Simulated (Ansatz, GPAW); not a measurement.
# Work function of a 5-layer slab of Ba(100) at several levels, part 3 of 3

How far do functional and basis move the work function of a 5-layer slab of Ba(100)?

GPAW 26.7.0 and Ansatz 0.2.0; Ansatz plane waves; slab in vacuum with a dipole correction, relaxation (the session's first sound run).

So far, upper work function (eV): step 2 (relaxation, PBE) 2.36; step 3 (plane waves, PBE) 2.36; step 4 (OptPBE vdW: xc = "optPBE-vdW", GPAW, PAW setups, GPAW) 2.53; step 5 (self-consistent run: xc = "revPBE") 2.26; step 6 (self-consistent run: xc = "RPBE") 2.25.

## 7. Real-space grid: mode = "fd"

Level of this step: GPAW, PAW setups; slab in vacuum (GPAW).

A real-space grid is a second complete basis, so it checks the plane-wave result.

run.py reads:

```python
import json
import numpy as np
from ase import Atoms
from gpaw import GPAW

slab = Atoms(
    ['Ba', 'Ba', 'Ba', 'Ba', 'Ba'],
    positions=[
        [0.00000, 0.00000, 8.00000],
        [2.51000, 2.51000, 10.51000],
        [-0.00000, 0.00000, 12.96149],
        [2.51000, 2.51000, 15.42771],
        [-0.00000, 0.00000, 18.05892]],
    cell=[[5.02, 0.0, 0.0], [0.0, 5.02, 0.0], [0.0, 0.0, 26.04]],
    pbc=[True, True, False])

slab.calc = GPAW(mode='fd', h=0.18, xc='PBE', kpts={'size': (6, 6, 1), 'gamma': True},
                 occupations={'name': 'fermi-dirac', 'width': 0.1}, nbands='140%',
                 convergence={'density': 1e-05}, maxiter=200,
                 poissonsolver={'dipolelayer': 'xy'},
                 symmetry={'tolerance': 1e-3}, txt='slab.txt')
result = {}
energy = slab.get_potential_energy()
fermi = slab.calc.get_fermi_level()
v = slab.calc.get_electrostatic_potential().mean((0, 1)) - fermi
n = slab.calc.get_pseudo_density().mean((0, 1))
L = slab.cell[2, 2]
z = np.arange(len(v)) * L / len(v)
low, high = slab.positions[:, 2].min(), slab.positions[:, 2].max()
below, above = np.interp([low - 5.8, high + 5.8], z, v)
slopes = [np.interp(x, z, np.gradient(v, z)) for x in (low - 5.8, high + 5.8)]
eps = np.array([[slab.calc.get_eigenvalues(k, s) for k in range(len(slab.calc.get_ibz_k_points()))]
                for s in range(slab.calc.get_number_of_spins())]) - fermi
top, bottom = eps[eps < 0].max(), eps[eps > 0].min()
dipole = slab.get_dipole_moment()[2]
print(f'energy {energy:.4f} eV, Fermi level {fermi:.4f} eV, dipole {dipole:.5f} e A')
print(f'potential 5.8 A off the faces, from the Fermi level: lower {below:.4f} eV, upper {above:.4f} eV')
print(f'slope of the potential there: lower {slopes[0]:.5f}, upper {slopes[1]:.5f} eV/A')
print(f'nearest levels on the mesh: {top:.4f} and {bottom:.4f} eV')
print('magnetic moment', round(slab.get_magnetic_moment(), 3))
result.update(energy=energy, fermi=fermi, dipole=dipole, below=below, above=above, slopes=slopes, edges=[top, bottom],
              z=z.tolist(), v=v.tolist(), n=n.tolist(), positions=slab.positions.tolist(),
              forces=slab.get_forces(apply_constraint=False).tolist(), moments=slab.get_magnetic_moments().tolist())
json.dump(result, open('result.json', 'w'))
```

Run with:

```
> OMP_NUM_THREADS=1 OPENBLAS_NUM_THREADS=1 python run.py
```

Numbers of over 12 decimals in the logs are rounded to 6 here.

Output:

```text
energy -8.3209 eV, Fermi level -2.3616 eV, dipole 0.00184 e A
potential 5.8 A off the faces, from the Fermi level: lower 2.3677 eV, upper 2.3544 eV
slope of the potential there: lower -0.00126, upper 0.00130 eV/A
nearest levels on the mesh: -0.0132 and 0.0710 eV
magnetic moment 0.0
```

Elapsed: 26 min, on 1 thread of Arm Neoverse V1, shared host; peak memory 1.4 GiB.

This step gave:

* dipole along the normal: 0.001842 e·Å
* levels nearest the Fermi level on the mesh: -0.01317, 0.07100 eV from the Fermi level
* upper work function: 2.354 eV
* lower work function: 2.368 eV

The upper face's work function is 2.354 eV, against 2.356 eV in the first plane-wave PBE run at this geometry.

## 8. Atomic orbitals: mode = "lcao"

Atom-centred orbitals end a few angstrom from the surface, which tests how much the density's tail matters.

run.py: that of step 7 with these lines changed.

```diff
@@ -16,4 +16,4 @@
 
-slab.calc = GPAW(mode='fd', h=0.18, xc='PBE', kpts={'size': (6, 6, 1), 'gamma': True},
-                 occupations={'name': 'fermi-dirac', 'width': 0.1}, nbands='140%',
+slab.calc = GPAW(mode='lcao', basis='dzp', h=0.18, xc='PBE', kpts={'size': (6, 6, 1), 'gamma': True},
+                 occupations={'name': 'fermi-dirac', 'width': 0.1}, nbands='120%',
                  convergence={'density': 1e-05}, maxiter=200,
```

Output:

```text
energy -7.9883 eV, Fermi level -2.3353 eV, dipole 0.00183 e A
potential 5.8 A off the faces, from the Fermi level: lower 2.3418 eV, upper 2.3287 eV
slope of the potential there: lower -0.00015, upper 0.00016 eV/A
nearest levels on the mesh: -0.0101 and 0.0721 eV
magnetic moment 0.0
```

Run time: 13 min. Hardware: 1 thread; peak memory 0.7 GiB.

Numbers from this step:

```yaml
dipole_along_the_normal: 0.001830 e·Å
levels_nearest_the_fermi_level_on_the_mesh: -0.01009, 0.07209 eV from the Fermi level
upper_work_function: 2.329 eV
lower_work_function: 2.342 eV
```

The electrostatic potential energy of an electron (without an applied field's), less the Fermi level, planar mean by z:

z (Å), electrostatic potential energy of an electron (without an applied field's), less the Fermi level, planar mean (eV) and a bar from the least value:
```
      0.0        2.3 ##############################
      0.5        2.3 ##############################
      1.0        2.3 ##############################
      1.5        2.3 ##############################
      2.0        2.3 ##############################
      2.5        2.3 ##############################
      3.0        2.3 ##############################
      3.5        2.3 ##############################
      4.0        2.3 ##############################
      4.5        2.3 ##############################
      5.0        2.2 ##############################
      5.5        2.1 ##############################
      6.0        1.8 #############################
      6.5        1.1 ###########################
      7.0       -0.6 ########################
      7.5       -5.8 #############
      8.0      -12.1 
      8.5       -5.9 #############
      9.0       -1.2 #######################
      9.5       -1.0 #######################
     10.0       -5.4 ##############
     10.5      -11.7 #
     11.0       -5.7 #############
     11.5       -1.2 #######################
     12.0       -1.3 ######################
     12.5       -6.3 ############
     13.0      -11.8 #
     13.5       -5.1 ###############
     14.0       -1.0 #######################
     14.5       -1.4 ######################
     15.0       -6.8 ###########
     15.5      -11.5 #
     16.0       -4.3 ################
     16.5       -0.5 ########################
     17.0       -0.8 ########################
     17.5       -5.0 ###############
     18.0      -12.1 
     18.5       -6.8 ###########
     19.0       -1.0 #######################
     19.5        0.9 ###########################
     20.0        1.7 #############################
     20.5        2.1 #############################
     21.0        2.2 ##############################
     21.5        2.3 ##############################
     22.0        2.3 ##############################
     22.5        2.3 ##############################
     23.0        2.3 ##############################
     23.5        2.3 ##############################
     24.0        2.3 ##############################
     24.5        2.3 ##############################
     25.0        2.3 ##############################
     25.5        2.3 ##############################
```

The upper face's work function is 2.329 eV, against 2.356 eV in the first plane-wave PBE run at this geometry.

## 9. All levels side by side

Times are for 1 thread of Arm Neoverse V1, shared host. The runs compared:

```
no.         run  upper work function (eV)  lower work function (eV)     time  memory (GiB)
  1          pw                     2.356                     2.369  3.2 min          0.34
  2  optPBE vdW                     2.529                     2.545  5.4 min           0.7
  3      revPBE                     2.255                     2.267  3.7 min          0.34
  4        RPBE                     2.252                     2.264  3.3 min          0.34
  5          fd                     2.354                     2.368   26 min           1.4
  6        lcao                     2.329                     2.342   13 min           0.7
```

## 10. A second plane-wave code

A second program with its own datasets checks the number independently.

This step: Ansatz plane waves; slab in vacuum with a dipole correction (Ansatz 0.2.0).

input.yaml reads:

```yaml
crystal:
  lattice:
    - [5.02, 0.0, 0.0]
    - [0.0, 5.02, 0.0]
    - [0.0, 0.0, 26.04]
  atoms:
    - { symbol: Ba, position: [0.0, 0.0, 0.3072196621] }
    - { symbol: Ba, position: [0.5, 0.5, 0.403609831] }
    - { symbol: Ba, position: [0.0, 0.0, 0.4977532591] }
    - { symbol: Ba, position: [0.5, 0.5, 0.5924619899] }
    - { symbol: Ba, position: [0.0, 0.0, 0.6935070546] }
kpoints:
  mp_grid: { grid: [6, 6, 1] }
hamiltonian:
  xc: pbe
scf:
  occupations: { method: fermi_dirac, width: 0.1 }
efield:
  axis: 3
  dipole_correction: true
  ramp_width: 0.05
output:
  forces: true
  write_potential: true
  write_density: true
  volumetric_format: npy
  elf: true
```

Run with:

```
> ansatz run input.yaml --threads 4 --pin off --max-ram 8192MiB --backend cpu --events-out ev --progress --plain --runs-dir out
```

Output:

```text
[...]
Crystal: 5 atoms, lattice volume = 656.218 Å³
Basis set: ecut = 420 eV, 12859 PW (Γ), exchange–correlation on 72×72×360 points (8 copies of the dense FFT grid, shifted against one another)
Bands: 30, of which v1, the nominal top of the filled ones, is band 25 counted from 1 (24 counted from 0)
Symmetry: 8 space group operations
[...]
k-points: 10 of 36
[...]
SCF iter   1: F=—  HF=-29746.810362 eV  |F-HF|=—  |Δ(HF+E_count)|=         —  Δρ=9.27e-4  dr2=7.00e-2  ethr=1.77e-3  p=-0.003 e·Å  D=-6.90e-4 V/Å  ΔV_dip=0.02 eV  dr2_dipole=8.13e-3  V_vac-E_F(+/−)=2.31/2.29 eV  ⟨swp⟩=15.0  Hψ=4931  notcnv=0
[...]
SCF iter   7: F=-29746.808505 eV  HF=-29746.808505 eV  |F-HF|=1.15e-8  |Δ(HF+E_count)|=   1.43e-7  Δρ=1.25e-6  dr2=2.38e-8  ethr=2.00e-10  p=0.002 e·Å  D=5.10e-4 V/Å  ΔV_dip=-0.01 eV  dr2_dipole=2.95e-10  V_vac-E_F(+/−)=2.36/2.37 eV  ⟨swp⟩=14.6  Hψ=3200  notcnv=0
SCF 1 converged in 7 iterations: F = -29746.808505 eV  dr2 = 2.38e-8
[...]
SCF converged after 7 iterations
Free energy (F): -29746.808505 eV
[...]
Internal energy: -29746.522113 eV  (E = F + TS)
E sigma→0 (E₀):  -29746.665309 eV
Entropy (-TS):   -0.286392 eV (-57.278 meV/atom)
Fermi energy:    1.670169 eV
Dipole field:    D = 0.000522 V/Å  (p = 0.001895 e·Å, saw-weighted, corrected)
Work function:   Φ+ = 2.3568 eV   Φ− = 2.3705 eV
[...]
--- Forces (eV/Å), atoms counted from 1 ---
  atom   1  Ba    -0.00000000     0.00000000    -0.07361248
  atom   2  Ba    -0.00000000     0.00000000     0.07460888
  atom   3  Ba    -0.00000000     0.00000000     0.00126204
  atom   4  Ba     0.00000000     0.00000000     0.00306762
  atom   5  Ba    -0.00000000     0.00000000    -0.00533473
  max |Σ_I F_I| component: 8.67e-6 eV/Å
--- Band table (eV; the first three rows and the last of 10) ---
  k-point 0: bands = [... 21 lower, -0.3135, 0.4731, 1.1703, 1.2437, 1.2518, 1.6254, 2.2358, 2.3663, ... 6 higher]
  k-point 1: bands = [... 21 lower, -0.1100, 0.6118, 1.2483, 1.3442, 1.4222, 1.7379, 2.2020, 2.4070, ... 6 higher]
  k-point 2: bands = [... 21 lower, 0.3924, 0.8320, 1.1902, 1.3919, 1.7413, 2.0534, 2.2592, 2.4398, ... 6 higher]
  k-point 9: bands = [... 21 lower, 1.0111, 1.5230, 1.6290, 1.9974, 2.0634, 2.0634, 2.1711, 2.1711, ... 6 higher]
```

The job ended after 9.1 s (4 threads; peak memory 0.93 GiB; 35 s of CPU time).

Reading the cycles: dr2 is the Hartree energy of the density residual (eV), the measure of convergence; HF is the Harris–Foulkes estimate of the energy, which meets the free energy F at convergence.

Numbers from this step:

- upper work function: 2.357 eV
- lower work function: 2.371 eV
- dipole along the normal: 0.001895 e·Å
- dipole field: 5.22e-4 V/Å
- vacuum level below: 4.041 eV

The electrostatic potential energy of an electron (with the applied field's), less the Fermi level, planar mean oscillates, so the rows of the table below give means over windows of 2.46 Å about each position, cut where the curve ends. Its maxima inside the range that stand out by 2 % of the span (Å: eV): 9.3: -0.628, 11.7: -0.753, 14.2: -0.733, 16.8: -0.269. Its minima: 8.0: -5.31, 10.6: -4.83, 13.0: -4.96, 15.5: -4.83, 18.1: -5.33.

The electrostatic potential energy of an electron (with the applied field's), less the Fermi level, planar mean by z; means over each step:

```
z (Å)  electrostatic potential energy of an electron (with the applied field's), less the Fermi level, planar mean (eV)
 1.23                                                                                                              2.37
 3.69                                                                                                              2.35
 6.15                                                                                                              1.01
 8.61                                                                                                             -3.09
11.07                                                                                                             -2.95
13.53                                                                                                             -3.01
15.99                                                                                                             -2.68
18.45                                                                                                             -2.72
20.91                                                                                                              2.09
23.37                                                                                                              2.35
25.83                                                                                                              2.36
```

Table of valence density, planar mean by z:

z (Å), valence density, planar mean (e/Å³) and a bar:
```
      2.0      0.000 
      2.5      0.000 
      3.0      0.000 
      3.5      0.000 
      4.0      0.000 
      4.5      0.001 
      5.0      0.002 
      5.5      0.004 
      6.0      0.008 #
      6.5      0.019 ###
      7.0      0.074 ##########
      7.5      0.186 #########################
      8.0      0.213 #############################
      8.5      0.192 ##########################
      9.0      0.092 #############
      9.5      0.094 #############
     10.0      0.195 ###########################
     10.5      0.219 ##############################
     11.0      0.197 ###########################
     11.5      0.097 #############
     12.0      0.101 ##############
     12.5      0.200 ###########################
     13.0      0.219 ##############################
     13.5      0.189 ##########################
     14.0      0.089 ############
     14.5      0.106 ###############
     15.0      0.203 ############################
     15.5      0.218 ##############################
     16.0      0.182 #########################
     16.5      0.080 ###########
     17.0      0.080 ###########
     17.5      0.182 #########################
     18.0      0.212 #############################
     18.5      0.193 ##########################
     19.0      0.086 ############
     19.5      0.022 ###
     20.0      0.008 #
     20.5      0.004 #
     21.0      0.002 
     21.5      0.001 
     22.0      0.000 
     22.5      0.000 
     23.0      0.000 
     23.5      0.000 
     24.0      0.000
```

Force by atom:

```
atom  x (eV/Å)  y (eV/Å)  z (eV/Å)    size
 Ba1    0.0000    0.0000   -0.0736  0.0736
 Ba2    0.0000    0.0000    0.0746  0.0746
 Ba3    0.0000    0.0000    0.0013  0.0013
 Ba4    0.0000    0.0000    0.0031  0.0031
 Ba5    0.0000    0.0000   -0.0053  0.0053
```

Valence density in the ca plane at fractional y = 0.000, with atoms of Ba within 0.2 Å of it. It is the smooth field of the valence electrons, not physical close to the nuclei.

Ten even steps from '0' (0.0 e/Å³) to '9' (1.3 e/Å³), each cell a mean:
```
69659720000003885794100000038857941000000000
37998410000001589962000000015999620000000000
12443100000000134420000000001344200000000000
00110000000000001100000000000010000000000000
00000000000000000000000000000000000000000000
00000000000000000000000000000000000000000000
00000000000000000000000000000000000000000000
00000000000000000000000000000000000000000000
00000000000000000000000000000000000000000000
01221000000000012210000000000121100000000000
24775200000001367741000000013687310000000000
49989510000002698983100000027989830000000000
69438720000003872595100000038725941000000000
```
Columns run along c (16.0 Å, from fractional 0.27 to 0.89 of the cell), rows up along a (5.0 Å). Atoms in or near the plane, at fractional coordinates: Ba at (0.31, 0.00), Ba at (0.50, 0.00), Ba at (0.69, 0.00).

ELF in the ca plane at fractional y = 0.000, with atoms of Ba within 0.2 Å of it. It is the smooth field of the valence electrons, not physical close to the nuclei.

Values, 7 rows by 16 columns, each cell a mean:
```
0.73 0.62 0.36 0.43 0.28 0.69 0.65 0.34 0.45 0.24 0.70 0.63 0.45 0.06 0.08 0.02
0.48 0.55 0.20 0.50 0.20 0.47 0.53 0.18 0.50 0.25 0.43 0.57 0.15 0.09 0.07 0.01
0.19 0.24 0.42 0.51 0.38 0.22 0.22 0.35 0.49 0.47 0.25 0.18 0.20 0.19 0.06 0.01
0.43 0.49 0.57 0.50 0.48 0.45 0.45 0.48 0.47 0.54 0.50 0.41 0.41 0.25 0.06 0.01
0.16 0.20 0.34 0.52 0.32 0.18 0.19 0.28 0.50 0.41 0.19 0.18 0.13 0.16 0.06 0.01
0.64 0.70 0.22 0.48 0.20 0.63 0.68 0.20 0.49 0.23 0.59 0.73 0.22 0.08 0.07 0.01
0.67 0.49 0.40 0.41 0.31 0.61 0.53 0.39 0.45 0.26 0.65 0.49 0.50 0.06 0.08 0.02
```
Columns run along c (16.0 Å, from fractional 0.27 to 0.89 of the cell), rows up along a (5.0 Å). Atoms in or near the plane, at fractional coordinates: Ba at (0.31, 0.00), Ba at (0.50, 0.00), Ba at (0.69, 0.00).

Electrostatic potential energy in the ca plane at fractional y = 0.000, with atoms of Ba within 0.2 Å of it. With pseudopotentials it is smooth inside the atoms' cores, unlike the true potential.

Values in eV, 7 rows by 16 columns, each cell a mean:
```
-29 -35  -5   4  -1 -30 -33  -3   4   0 -29 -35  -6   2   4   4
 -7 -10   1   4   2  -7  -9   2   4   3  -7 -10   0   3   4   4
  2   2   4   4   4   3   3   4   4   4   3   2   3   4   4   4
  4   4   4   4   4   4   4   4   4   4   4   3   4   4   4   4
  1   1   3   4   4   2   1   3   4   4   1   0   2   4   4   4
-13 -17   0   4   2 -13 -16   1   4   2 -13 -17  -1   3   4   4
-32 -38  -6   4  -1 -33 -36  -4   4  -1 -32 -38  -7   2   4   4
```
Columns run along c (16.0 Å, from fractional 0.27 to 0.89 of the cell; values clipped at the 3rd and 97th percentile), rows up along a (5.0 Å). Atoms in or near the plane, at fractional coordinates: Ba at (0.31, 0.00), Ba at (0.50, 0.00), Ba at (0.69, 0.00).

The upper face's work function is 2.357 eV, against 2.356 eV in the first plane-wave PBE run at this geometry.

## 11. Side by side

Results and costs are gathered.

This step: comparison of work functions, dipole and cost (GPAW 26.7.0).

Ladder, by row:

```
      step    code  work function, upper (eV)  work function, lower (eV)  dipole (e Å)  wall time (s)  peak memory (GiB)  threads
        pw    GPAW                      2.356                      2.369      0.001824          194.6               0.34        1
optPBE-vdW    GPAW                      2.529                      2.545      0.002177          323.5                0.7        1
    revPBE    GPAW                      2.255                      2.267       0.00166          219.2               0.34        1
      RPBE    GPAW                      2.252                      2.264       0.00173          197.4               0.34        1
        fd    GPAW                      2.354                      2.368      0.001842           1575               1.42        1
      lcao    GPAW                      2.329                      2.342       0.00183          794.1                0.7        1
    ansatz  Ansatz                      2.357                       2.37      0.001895            9.1              0.931        4
```

## 12. Results

```
work function, upper and lower face : 2.356 and 2.369 eV
dipole along the normal             : 0.00182 e Å
```

**Reading.** With plane waves and PBE the work function is 2.36 eV on the upper face and 2.37 eV on the lower. The measured value for polycrystalline Ba, which weights the faces of low work function, is 2.53 eV (as compiled in "Anisotropic work function of elemental crystals", 2019, arxiv:1902.07811); the relaxed upper face lies 0.17 eV under it with PBE, and optPBE-vdW comes nearest (2.53 eV). Measured work functions scatter by a tenth of an eV or more between methods. Over the sound runs of the table the upper face's work function spans 2.252 (RPBE) to 2.529 eV (optPBE-vdW). The two plane-wave codes differ by 0.0010 eV on the upper face. The small printed dipole stands for a step of -13 meV from the lower to the upper face, and the probes find -13 meV; values this small are near the numerical noise of both. The in-plane lattice was kept as typed, which isn't the functional's own and leaves some strain; spin-orbit coupling and temperature are left out.

[Logs are printed without paths, hosts, clocks, repeated set-up lines and the standing remarks that a program may print on its own settings, such as how far it seeks lower states.]

[Hosts, paths, dates, database ids (printed as entryN), source tags and the programs' standing remarks are cut or masked in the printed files.]
